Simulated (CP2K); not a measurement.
Consider 3-methylthiothiophene at its PBE geometry (Å).

```xyz
13

C     2.3083    0.2356    0.4968
S     1.4603   -0.9879   -0.5493
C    -0.2309   -0.5428   -0.2980
C    -0.8291    0.7085   -0.6559
C    -2.1806    0.7335   -0.4121
S    -2.7380   -0.7624    0.2288
C    -1.1593   -1.4359    0.2038
H     3.3802    0.0151    0.4149
H     2.1295    1.2593    0.1456
H     1.9984    0.1370    1.5442
H    -0.2786    1.5420   -1.0866
H    -2.8816    1.5431   -0.5917
H    -0.9785   -2.4451    0.5596
```

Method: CP2K XAS_TDP, all-electron GAPW, PBEh(45%), aug-cc-pVDZ, TDA, no relativity.

**Question.** Predict the bright core excitations at the C K edge.

Leading lines: C1 283.63 eV, C3 282.38 eV, C4 281.76 eV, C5 281.89 eV and C7 281.79 eV. The leading line of an atom is its first one with 35 % of the strongest within 2.5 eV of its lowest line over the strength cut. 

The first six lines of each atom with a strength over 0.0015:

| atom | energy (eV) | states | strength, one atom |
| --- | --- | --- | --- |
| C1 (bonded to S and 3 H) | 283.63 | 1 | 0.0377 |
|  | 284.51 | 1 | 0.0098 |
|  | 284.99 | 1 | 0.0055 |
|  | 285.24 | 1 | 0.0194 |
|  | 285.36 | 1 | 0.0200 |
|  | 285.91 | 1 | 0.0016 |
| C3 (bonded to 2 C and S) | 282.38 | 1 | 0.0457 |
|  | 284.61 | 1 | 0.0058 |
|  | 284.69 | 1 | 0.0333 |
|  | 285.69 | 1 | 0.0040 |
|  | 286.02 | 1 | 0.0060 |
|  | 286.50 | 1 | 0.0017 |
| C4 (bonded to 2 C and H) | 281.76 | 1 | 0.0470 |
|  | 283.88 | 1 | 0.0069 |
|  | 284.45 | 1 | 0.0110 |
|  | 285.06 | 1 | 0.0030 |
|  | 285.36 | 1 | 0.0026 |
|  | 285.47 | 1 | 0.0024 |
| C5 (bonded to C, S and H) | 281.89 | 1 | 0.0503 |
|  | 284.44 | 1 | 0.0306 |
|  | 285.01 | 1 | 0.0141 |
|  | 285.87 | 1 | 0.0045 |
|  | 286.16 | 1 | 0.0015 |
|  | 286.55 | 1 | 0.0015 |
| C7 (bonded to C, S and H) | 281.79 | 1 | 0.0501 |
|  | 284.40 | 1 | 0.0309 |
|  | 285.16 | 1 | 0.0130 |
|  | 285.89 | 1 | 0.0021 |
|  | 286.09 | 1 | 0.0023 |
|  | 286.20 | 1 | 0.0026 |

Lines are vertical, at one geometry, with no vibrational structure. Without a correction of the core level, line positions, and the gaps between valence and Rydberg lines, follow the share of exact exchange. At this level such K lines come out 3 to 6 eV under measured ones. These values hold no scalar relativity, about 0.1 eV for C 1s. Rydberg lines, and the discretised continuum above threshold, depend on the basis and the box.

[Banner, clock and machine lines of the logs are left out without a mark of their own.]

[Logs are printed without paths, hosts, clocks, repeated set-up lines and the standing remarks that a program may print on its own settings, such as how far it seeks lower states.]

[Hosts, paths, dates, database ids (printed as entryN), source tags and the programs' standing remarks are cut or masked in the printed files.]
